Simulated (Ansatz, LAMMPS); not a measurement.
# Squeezing and shearing Ga2O3 with crystalline order left by the classical run (115 atoms), part 2 of 3

Aim: relax Ga2O3 with crystalline order left by the classical run (115 atoms), then change its volume and shape to read moduli from the stress.

Ansatz 0.2.0; Kohn-Sham DFT, PBE, PAW (set soft_2), plane waves.

The cell: 46 Ga and 69 O. The quench rate of 10 K/ps is many orders above laboratory rates. The network of bonds at the start is that of the classical potential that made the cell. Sampling is at Γ alone.

So far. Step 2 (Single point at the start): The r.m.s. force at the start is 0.70 eV/Å. Step 3 (Cell and atoms relaxed): The relaxation converged after 18 steps, with a largest force component of 0.012 eV/Å.

## (4) Single point at the relaxed geometry

The electronic structure is read at the final geometry, in a run of its own.

File input.yaml:

```yaml
crystal:
  lattice:
    - [10.83278, 0.33959, 0.13415]
    - [0.33959, 10.861, 0.11386]
    - [0.13415, 0.11386, 11.11873]
  atoms:
    - { symbol: Ga, position: [0.60012, 0.07507, 0.09502] }
    - { symbol: Ga, position: [0.27811, 0.51501, 0.96999] }
    - { symbol: Ga, position: [0.03948, 0.04373, 0.50025] }
    - { symbol: Ga, position: [0.75984, 0.06685, 0.54973] }
    - { symbol: Ga, position: [0.07879, 0.65866, 0.74069] }
    - { symbol: Ga, position: [0.41337, 0.76686, 0.00337] }
    [... 103 atom lines left out ...]
    - { symbol: O, position: [0.4494, 0.13951, 0.43359] }
    - { symbol: O, position: [0.58023, 0.94998, 0.97886] }
    - { symbol: O, position: [0.07224, 0.30968, 0.27121] }
    - { symbol: O, position: [0.36858, 0.22892, 0.66587] }
    - { symbol: O, position: [0.76121, 0.72907, 0.07861] }
    - { symbol: O, position: [0.33313, 0.2894, 0.2493] }
kpoints:
  mp_grid: { grid: [1, 1, 1] }
hamiltonian:
  xc: pbe
scf:
  occupations: { method: fixed }
output:
  forces: true
  stress: true
  populations: true
  dos:
    method: { smearing: { sigma: 0.15 } }
    de: 0.1
    projected: { site_lists: { Ga: [Ga], O: [O] } }
  eigenvalues: true
  write_density: true
  write_potential: true
  volumetric_format: npy
  elf: true
```

Command:

```
ansatz run input.yaml --threads 4 --pin off --max-ram 8192MiB --backend cpu --events-out ev --progress --plain --runs-dir out
```

The log of the run:

```text
[...]
Crystal: 115 atoms, lattice volume = 1306.564 Å³
Basis set: ecut = 420 eV, 25533 PW (Γ), exchange–correlation on 150×150×150 points (8 copies of the dense FFT grid, shifted against one another)
Bands: 621, of which v1, the nominal top of the filled ones, is band 506 counted from 1 (505 counted from 0)
Symmetry: 1 space group operations
[...]
k-points: 1
[...]
SCF iter   1: F=—  HF=-213196.776655 eV  |F-HF|=—  |Δ(HF+E_count)|=         —  Δρ=2.31e-3  dr2=9.62e-2  ethr=1.77e-3  ⟨swp⟩=5.0  Hψ=1847  notcnv=0  defer=113
[...]
SCF iter  10: F=-213196.760355 eV  HF=-213196.760355 eV  |F-HF|=7.54e-9  |Δ(HF+E_count)|=   4.09e-8  Δρ=1.78e-6  dr2=4.04e-8  ethr=9.88e-12  ⟨swp⟩=17.0  Hψ=5290  notcnv=0
SCF 1 converged in 10 iterations: F = -213196.760355 eV  dr2 = 4.04e-8
[...]
SCF converged after 10 iterations
Free energy (F): -213196.760355 eV
[...]
Internal energy: -213196.760355 eV  (E = F + TS)
E sigma→0 (E₀):  -213196.760355 eV
Fermi energy:    7.383245 eV
[...]
--- Forces (eV/Å), atoms counted from 1 ---
  atom   1  Ga    -0.00737142     0.00088117    -0.00460492
  atom   2  Ga    -0.00037892     0.00458075     0.00062428
  atom   3  Ga     0.00228489    -0.00006812     0.00650737
  atom   4  Ga     0.00243011     0.00168646    -0.00065655
  atom   5  Ga     0.00160790    -0.00082495    -0.00976963
  atom   6  Ga    -0.00494412    -0.00182394     0.00263438
  atom   7  Ga    -0.00288500     0.00544117    -0.00031996
  atom   8  Ga     0.00243243    -0.00037633    -0.00737798
  atom   9  Ga     0.00284237     0.00271962    -0.00038713
  atom  10  Ga    -0.00384662     0.00270080     0.00096693
  atom  11  Ga    -0.00668838     0.00225365     0.00207579
  atom  12  Ga    -0.00041363     0.00617295    -0.00403868
  atom  13  Ga     0.00307671    -0.00414981     0.00533363
  atom  14  Ga    -0.00543404    -0.00439499     0.00034407
[...]
atom 114  O     -0.00112573     0.00414604     0.00057638
  atom 115  O     -0.00132748    -0.00242906     0.00152729
  max |Σ_I F_I| component: 8.45e-5 eV/Å
--- Stress (GPa, compression-positive) ---
        0.005471       0.009528       0.004272
        0.009528      -0.015111      -0.004792
        0.004272      -0.004792      -0.006305
  P = ⅓ Tr σ = -0.0053 GPa (-0.053 kbar)
--- Band table (eV) ---
[...]
--- Löwdin populations: 115 sites ---
  site symbol       q [e]
     0     Ga     11.9728
     1     Ga     11.9853
     2     Ga     12.0060
[...]
114      O      6.6382
  spilling = 0.003187 (of n_electrons = 1012.000000)
```

Elapsed: 27 s, on 4 threads of Intel Xeon Platinum 8488C (Sapphire Rapids), shared host; peak memory 2.3 GiB; 1.7 min of CPU time.

Read from the output:

- free energy: -213196.7604 eV
- free energy per atom: -1853.8849 eV/atom
- SCF cycles: 10
- pressure: -0.005315 GPa
- r.m.s. force component: 0.00321 eV/Å
- longest force: 0.01229 eV/Å
- Fermi energy: 7.383 eV
- gap (highest filled to lowest empty level): 1.515 eV
- spilling of the projection: 0.003187

Löwdin charges by element and coordination (they lack the spilled electrons, 0.028 e an atom on average):

```csv
element,coordination,atoms,mean charge (e),spread,least,most
Ga,all,46,1.03,0.0221,0.994,1.07
Ga,4,11,1.06,0.008,1.04,1.07
Ga,5,19,1.03,0.0154,1.00,1.06
Ga,6,16,1.01,0.0116,0.994,1.04
O,all,69,-0.642,0.0116,-0.666,-0.608
O,2,2,-0.650,0.0081,-0.658,-0.642
O,3,38,-0.646,0.0091,-0.666,-0.618
O,4,28,-0.635,0.0115,-0.652,-0.608
O,5,1,-0.648,0,-0.648,-0.648
```

States in the cell by windows of 1 eV, zero at the Fermi level; the larger projections on atomic orbitals stand beside the total:

```
from (eV)  to (eV)  total   O p  Ga p  Ga s   O s   Ga d
      -18      -17   95.9   0.4  13.0   2.7  70.2    9.5
      -17      -16    5.4   0.0   0.6   0.1   3.9    0.7
      -16      -15    0.0   0.0   0.0   0.0   0.0    0.0
      -15      -14    0.2   0.0   0.0   0.0   0.0    0.2
      -14      -13  287.2   5.0   0.8   0.4   1.2  279.9
      -13      -12  170.9   1.8   1.6   0.6   7.4  159.5
      -12      -11    1.7   0.0   0.0   0.0   0.2    1.4
      -11       -8    0.0   0.0   0.0   0.0   0.0    0.0
       -8       -7    5.3   3.1   0.2   1.7   0.1    0.1
       -7       -6   37.8  22.8   2.0  11.0   1.1    0.7
       -6       -5   36.2  22.9   3.0   7.6   1.8    0.7
       -5       -4   48.2  34.4   8.0   3.1   1.7    0.8
       -4       -3   63.1  49.2   9.5   1.6   1.4    1.0
       -3       -2   66.4  56.2   6.8   0.8   1.1    1.1
       -2       -1   93.2  85.7   3.7   0.5   0.8    1.6
       -1        0   63.0  60.4   0.8   0.2   0.3    0.8
        0        1    0.8   0.8   0.0   0.0   0.0    0.0
        1        2    2.0   0.1   0.0   1.2   0.6    0.0
        2        3    0.0   0.0   0.0   0.0   0.0    0.0
        3        4    5.8   1.6   0.9   2.1   1.0    0.0
        4        5   18.3   4.9   3.3   6.9   2.8    0.0
```

With fixed occupations the program's Fermi level is the highest filled level; weight inside the gap is the broadening of levels at its edges.

Between -20 and -18 eV lie 37 more states.

The levels nearest the highest filled one (over half full), pooled over k-points and spins:

| level less the highest filled one (eV) | occupation |
| --- | --- |
| -0.442 | 2 |
| -0.403 | 2 |
| -0.347 | 2 |
| -0.343 | 2 |
| -0.246 | 2 |
| 0 | 2 |
| 1.51 | 0 |
| 3.62 | 0 |
| 3.87 | 0 |
| 4.01 | 0 |
| 4.07 | 0 |
| 4.19 | 0 |

Electrostatic potential energy in the ac plane at fractional y = 0.051, with atoms of Ga and O within 0.2 Å of it. With pseudopotentials it is smooth inside the atoms' cores, unlike the true potential.

Ten even steps from '0' (-29 eV) to '9' (13 eV), each cell a mean:
```
863443689975445899999999887889
864333689863334699988889999999
986446744664334799865568999999
999888400286556789853358999999
999999611599886115865568899999
999999888999993002988883138988
623798778999997336999970006998
200387667899998889999984248999
612698667899986678999876789999
777899889999976568997433479998
444689999999987778986334368986
343489999999999999997433468974
333589999999999999998766789985
555799999999999989984468999997
588999999999999888950028999974
069999989999999988972148999930
378897215899999899999899899962
877785001799984259999999999999
977788325888981028999999999999
998899999988997456678965899999
999999999999999854346731588899
679999999999999743435876765678
778888999999999854346898743468
875445899998888887678999754578
```
Columns run along a (10.8 Å; values clipped at the 3rd and 97th percentile), rows up along c (11.1 Å). Atoms in or near the plane, at fractional coordinates: Ga at (0.04, 0.50), Ga at (0.76, 0.55), Ga at (0.13, 0.95), O at (0.06, 0.68), O at (0.23, 0.26), O at (0.81, 0.72), O at (0.26, 0.84), O at (0.70, 0.38), O at (0.53, 0.77).

Valence density in the ac plane at fractional y = 0.051, with atoms of Ga and O within 0.2 Å of it. It is the smooth field of the valence electrons, not physical close to the nuclei.

Ten steps, logarithmic in the rise over the least value, from '_' (0 e/Å³) to '@' (29 e/Å³), each cell a mean:
```
....++@@@@++..______..::====::........__......______........
....==%%%%++::........==%%%%==..______........________....::
::....----::--====--::==####==..______..::::..________..::::
..________..==****++::..::::::::::....::----::..________....
__________..--++++==..____..--++++--::..::::..::::..________
......______..::::..______..==****++::..__..::==++==::..____
--++==--..__......________..--====--..____..--++****--......
++****==::..........________..::::..________::==++==::..__::
--++++--........::....______........________..::::..______..
..::::..______........______..::::::......::++**--..______..
==++--..____________________....::::......==%%@@++..______..
%%@@##--..______________________..........--**##--..____..--
**%%**::..________________....________....::::....______..::
::--::..__________________......____..::====--..________..::
--::..____________________......____..==****++::______..--==
++--..____..::::....________________..--++++==::______::==**
==--..__..--++++==::______....::....__..::::....______..--++
::........==****++::..____::==++==::____________________..::
__........::==++--::..__..--++**++::________......__________
____________......________..--==--::......::--==--..________
::....______________________....::==++--::::==++==::..____..
----::________________________..--##@@**::::::----::::....::
----::....____________________..::==**--..........::--::::::
....::====::____________................________..::::::....
```
Columns run along a (10.8 Å), rows up along c (11.1 Å). Atoms in or near the plane, at fractional coordinates: Ga at (0.04, 0.50), Ga at (0.76, 0.55), Ga at (0.13, 0.95), O at (0.06, 0.68), O at (0.23, 0.26), O at (0.81, 0.72), O at (0.26, 0.84), O at (0.70, 0.38), O at (0.53, 0.77).

Filled and empty levels are parted by 1.51 eV (at Γ alone); a semilocal functional tends to put such gaps too low. In a disordered cell it changes from sample to sample, and tail or defect levels can set it. Mean Löwdin charges: Ga +1.03, O -0.64 e (they miss 0.32 % of the electrons, so they add up to more than the cell's charge). The largest share in the top eV of filled states is O p (97 % of the projected weight), and in the lowest eV of empty states Ga s (62 % of the projected weight).

## (5) Volume -3 %

The relaxed cell is scaled evenly and the atoms are relaxed again; the stress at the end gives one point of P(V).

input.yaml, the sections that differ from step 4:

```yaml
crystal:
  lattice:
    - [10.72335, 0.33616, 0.13279]
    - [0.33616, 10.75129, 0.11271]
    - [0.13279, 0.11271, 11.00641]
  atoms:
    [... the 115 atom lines of step 4 ...]
output:
  forces: true
  eigenvalues: true
  stress: true
relax:
  f_tol: 0.05
  max_steps: 70
# kpoints, hamiltonian, scf: as in step 4
```

The log of the run:

```text
Warning: output.stress: scf.convergence.dr2_threshold = 1e-7 eV (the SCF's general default) is looser than the 1.08e-8 eV advised for a printed stress (1e-10 eV for each atom of the cell: 115, of which 108 are counted). What an SCF threshold leaves in a stress goes as its square root, and in the free energy as the threshold itself, and one threshold admits the most on a small cell: [...]
[...]
Crystal: 115 atoms, lattice volume = 1267.368 Å³
Basis set: ecut = 420 eV, 24755 PW (Γ), exchange–correlation on 144×144×150 points (8 copies of the dense FFT grid, shifted against one another)
Bands: 621, of which v1, the nominal top of the filled ones, is band 506 counted from 1 (505 counted from 0)
Symmetry: 1 space group operations
[...]
k-points: 1
[...]
SCF iter   1: F=—  HF=-213196.110506 eV  |F-HF|=—  |Δ(HF+E_count)|=         —  Δρ=2.34e-3  dr2=9.70e-2  ethr=1.77e-3  ⟨swp⟩=5.0  Hψ=1869  notcnv=0  defer=113
[...]
SCF iter   6: F=-213196.094940 eV  HF=-213196.094932 eV  |F-HF|=7.59e-6  |Δ(HF+E_count)|=   2.01e-5  Δρ=2.80e-5  dr2=1.22e-5  ethr=6.18e-9  ⟨swp⟩=11.0  Hψ=3405  notcnv=0
SCF 1 converged in 6 iterations: F = -213196.094940 eV  dr2 = 1.22e-5
[...]
relax step   1: F+E_penalty+E_count = -213196.09493983 eV  Δ(F+E_penalty+E_count) = +0.000e0 eV  max|allowed force component| = 3.555e-1 eV/Å  Δτ_max = 0.0000 Å  (6 SCF iters, dr2 threshold 6.25e-5 eV, accepted)
[...]
relax step   2: F+E_penalty+E_count = -213196.21794814 eV  Δ(F+E_penalty+E_count) = -1.230e-1 eV  max|allowed force component| = 2.329e-1 eV/Å  Δτ_max = 0.0448 Å  (6 SCF iters, dr2 threshold 7.90e-6 eV, accepted)
[...]
relax step   3: F+E_penalty+E_count = -213196.29906084 eV  Δ(F+E_penalty+E_count) = -8.111e-2 eV  max|allowed force component| = 1.129e-1 eV/Å  Δτ_max = 0.0491 Å  (8 SCF iters, dr2 threshold 3.39e-6 eV, accepted)
relax step   4: F+E_penalty+E_count = -213196.32316962 eV  Δ(F+E_penalty+E_count) = -2.411e-2 eV  max|allowed force component| = 1.283e-1 eV/Å  Δτ_max = 0.1142 Å  (8 SCF iters, dr2 threshold 3.00e-6 eV, accepted)
relax step   5: F+E_penalty+E_count = -213196.33606506 eV  Δ(F+E_penalty+E_count) = -1.290e-2 eV  max|allowed force component| = 7.680e-2 eV/Å  Δτ_max = 0.0719 Å  (7 SCF iters, dr2 threshold 3.87e-6 eV, accepted)
relax step   6: F+E_penalty+E_count = -213196.34110120 eV  Δ(F+E_penalty+E_count) = -5.036e-3 eV  max|allowed force component| = 6.347e-2 eV/Å  Δτ_max = 0.0950 Å  (9 SCF iters, accepted)
[...]
relax step   7: F+E_penalty+E_count = -213196.34280332 eV  Δ(F+E_penalty+E_count) = -1.702e-3 eV  max|allowed force component| = 2.182e-2 eV/Å  Δτ_max = 0.0443 Å  (8 SCF iters, accepted)
SCF converged after 8 iterations
Free energy (F): -213196.342803 eV
[...]
Internal energy: -213196.342803 eV  (E = F + TS)
E sigma→0 (E₀):  -213196.342803 eV
Fermi energy:    7.813352 eV
[...]
--- Forces (eV/Å), atoms counted from 1 ---
  atom   1  Ga     0.00130753    -0.00197139    -0.00649302
  atom   2  Ga     0.01497731    -0.00614510    -0.00049552
  atom   3  Ga    -0.00133167    -0.00519664    -0.00260115
  atom   4  Ga    -0.00037515    -0.00313316     0.00061893
  atom   5  Ga    -0.00148191     0.00498918    -0.01116474
  atom   6  Ga     0.00201917     0.00116693    -0.00426281
  atom   7  Ga     0.02182142    -0.00279987     0.00783386
  atom   8  Ga    -0.00622942    -0.00361050     0.00241869
  atom   9  Ga     0.00364890    -0.00790238     0.00333616
  atom  10  Ga     0.01179119    -0.00034973     0.00268563
  atom  11  Ga    -0.00103123    -0.00014848     0.00249528
  atom  12  Ga     0.00208034    -0.00006187     0.00367588
  atom  13  Ga     0.00399418     0.00385685     0.00070389
  atom  14  Ga    -0.00731203     0.00941844    -0.00027398
[...]
atom 114  O      0.00772501    -0.00093460     0.00064719
  atom 115  O     -0.00078326     0.00147692    -0.00136613
  max |Σ_I F_I| component: 5.90e-5 eV/Å
--- Stress (GPa, compression-positive) ---
        3.481295      -0.214795      -0.174292
       -0.214795       3.206362      -0.016439
       -0.174292      -0.016439       3.790753
  P = ⅓ Tr σ = 3.4928 GPa (34.928 kbar)
--- Band table (eV) ---
[...]
--- Relaxed structure (7 steps of the walk, 7 accepted, 0 SCFs on fresh bases) ---
  F+E_penalty+E_count = -213196.34280332 eV   max|allowed force component| = 2.182e-2 eV/Å
  atoms:
    - { symbol: Ga, position: [0.600611, 0.082133, 0.095944] }
    - { symbol: Ga, position: [0.278628, 0.517389, 0.969448] }
    - { symbol: Ga, position: [0.034042, 0.041665, 0.500933] }
    - { symbol: Ga, position: [0.756502, 0.068405, 0.552159] }
[...]
- { symbol: O, position: [0.336925, 0.291777, 0.246291] }
```

The job ended after 2 min (4 threads; peak memory 2.3 GiB; 7.6 min of CPU time).

The program notes that the SCF threshold is loose for the stress.

The relaxation converged after 7 steps, 0.248 eV below its start, with a largest force component of 0.022 eV/Å.

Volume -3 %: the energy stands 0.418 eV above that of the reference, at a pressure of 3.49 GPa.

## (6) Volume +3 %

The relaxed cell is scaled to another volume.

input.yaml, the sections that differ from step 5:

```yaml
crystal:
  lattice:
    - [10.94004, 0.34295, 0.13548]
    - [0.34295, 10.96854, 0.11499]
    - [0.13548, 0.11499, 11.22882]
  atoms:
    [... the 115 atom lines of step 4 ...]
# kpoints, hamiltonian, scf, output, relax: as in step 5
```

The log of the run:

```text
[...]
Crystal: 115 atoms, lattice volume = 1345.761 Å³
Basis set: ecut = 420 eV, 26329 PW (Γ), exchange–correlation on 150×150×160 points (8 copies of the dense FFT grid, shifted against one another)
Bands: 621, of which v1, the nominal top of the filled ones, is band 506 counted from 1 (505 counted from 0)
Symmetry: 1 space group operations
[...]
k-points: 1
[...]
SCF iter   1: F=—  HF=-213196.183650 eV  |F-HF|=—  |Δ(HF+E_count)|=         —  Δρ=2.29e-3  dr2=9.68e-2  ethr=1.77e-3  ⟨swp⟩=5.0  Hψ=1824  notcnv=0  defer=113
[...]
SCF iter   5: F=—  HF=-213196.171680 eV  |F-HF|=—  |Δ(HF+E_count)|=   1.40e-4  Δρ=1.23e-4  dr2=1.92e-4  ethr=4.83e-8  ⟨swp⟩=2.0  Hψ=993  notcnv=0  defer=113
SCF iter   6: F=-213196.171709 eV  HF=-213196.171702 eV  |F-HF|=6.83e-6  |Δ(HF+E_count)|=   2.20e-5  Δρ=2.94e-5  dr2=1.39e-5  ethr=6.18e-9  ⟨swp⟩=11.0  Hψ=3375  notcnv=0
SCF 1 converged in 6 iterations: F = -213196.171709 eV  dr2 = 1.39e-5
[...]
relax step   1: F+E_penalty+E_count = -213196.17170892 eV  Δ(F+E_penalty+E_count) = +0.000e0 eV  max|allowed force component| = 3.118e-1 eV/Å  Δτ_max = 0.0000 Å  (6 SCF iters, dr2 threshold 6.25e-5 eV, accepted)
[...]
relax step   2: F+E_penalty+E_count = -213196.28305970 eV  Δ(F+E_penalty+E_count) = -1.114e-1 eV  max|allowed force component| = 2.132e-1 eV/Å  Δτ_max = 0.0476 Å  (7 SCF iters, dr2 threshold 6.08e-6 eV, accepted)
[...]
relax step   3: F+E_penalty+E_count = -213196.35434545 eV  Δ(F+E_penalty+E_count) = -7.129e-2 eV  max|allowed force component| = 9.525e-2 eV/Å  Δτ_max = 0.0456 Å  (8 SCF iters, dr2 threshold 2.84e-6 eV, accepted)
relax step   4: F+E_penalty+E_count = -213196.37082025 eV  Δ(F+E_penalty+E_count) = -1.647e-2 eV  max|allowed force component| = 1.501e-1 eV/Å  Δτ_max = 0.1646 Å  (11 SCF iters, accepted)
relax step   5: F+E_penalty+E_count = -213196.39328301 eV  Δ(F+E_penalty+E_count) = -2.246e-2 eV  max|allowed force component| = 7.031e-2 eV/Å  Δτ_max = 0.1217 Å  (7 SCF iters, dr2 threshold 4.50e-6 eV, accepted)
[...]
relax step   6: F+E_penalty+E_count = -213196.40041121 eV  Δ(F+E_penalty+E_count) = -7.128e-3 eV  max|allowed force component| = 2.080e-2 eV/Å  Δτ_max = 0.0262 Å  (9 SCF iters, accepted)
SCF converged after 9 iterations
Free energy (F): -213196.400411 eV
[...]
Internal energy: -213196.400411 eV  (E = F + TS)
E sigma→0 (E₀):  -213196.400411 eV
Fermi energy:    6.969152 eV
[...]
Σ components = -213196.400411   (vs F -213196.400411, Δ=0.00e0)
--- Forces (eV/Å), atoms counted from 1 ---
  atom   1  Ga    -0.00751608    -0.00269199    -0.00341746
  atom   2  Ga     0.01428518     0.00075123     0.00173638
  atom   3  Ga    -0.00588447    -0.00327169    -0.00436733
  atom   4  Ga     0.00160278    -0.00870707    -0.00292081
[...]
atom 115  O     -0.00111432     0.00015493     0.00067964
  max |Σ_I F_I| component: 3.04e-5 eV/Å
--- Stress (GPa, compression-positive) ---
       -2.911479       0.298320       0.121109
        0.298320      -2.698757      -0.041779
        0.121109      -0.041779      -3.149581
  P = ⅓ Tr σ = -2.9199 GPa (-29.199 kbar)
--- Band table (eV) ---
[...]
--- Relaxed structure (6 steps of the walk, 6 accepted, 0 SCFs on fresh bases) ---
  F+E_penalty+E_count = -213196.40041121 eV   max|allowed force component| = 2.080e-2 eV/Å
  atoms:
    - { symbol: Ga, position: [0.598986, 0.068722, 0.094842] }
    - { symbol: Ga, position: [0.277662, 0.512143, 0.969852] }
    - { symbol: Ga, position: [0.045196, 0.046313, 0.500529] }
    - { symbol: Ga, position: [0.763276, 0.066545, 0.547549] }
[...]
- { symbol: O, position: [0.328055, 0.285237, 0.251736] }
```

The job ended after 1.8 min (4 threads; peak memory 2.4 GiB).

The relaxation converged after 6 steps, 0.229 eV below its start, with a largest force component of 0.021 eV/Å.

Volume +3 %: the energy stands 0.360 eV above that of the reference, at a pressure of -2.92 GPa.

## (7) Volume -6 %

The relaxed cell is scaled to another volume.

Input and log are left out; they have the form of those shown for this kind of step.

Run time: 1.8 min. Hardware: 4 threads of Intel Xeon Platinum 8488C (Sapphire Rapids), shared host; peak memory 2.3 GiB.

The relaxation converged after 7 steps, 1.05 eV below its start, with a largest force component of 0.049 eV/Å.

Volume -6 %: the energy stands 1.76 eV above that of the reference, at a pressure of 7.65 GPa.

## (8) Volume +6 %

The relaxed cell is scaled to another volume.

Input and log are left out; they have the form of those shown for this kind of step.

It took 2.3 min on 4 threads of Intel Xeon Platinum 8488C (Sapphire Rapids), shared host; peak memory 2.5 GiB; 8.6 min of CPU time.

The relaxation converged after 7 steps, 0.982 eV below its start, with a largest force component of 0.027 eV/Å.

Volume +6 %: the energy stands 1.27 eV above that of the reference, at a pressure of -4.30 GPa.

(Part 2 of 3 ends here.)

[Long decimals in the printed logs are rounded to 6 places.]

[Logs are printed without paths, hosts, clocks, repeated set-up lines and the standing remarks that a program may print on its own settings, such as how far it seeks lower states.]

[Hosts, paths, dates, database ids (printed as entryN), source tags and the programs' standing remarks are cut or masked in the printed files.]
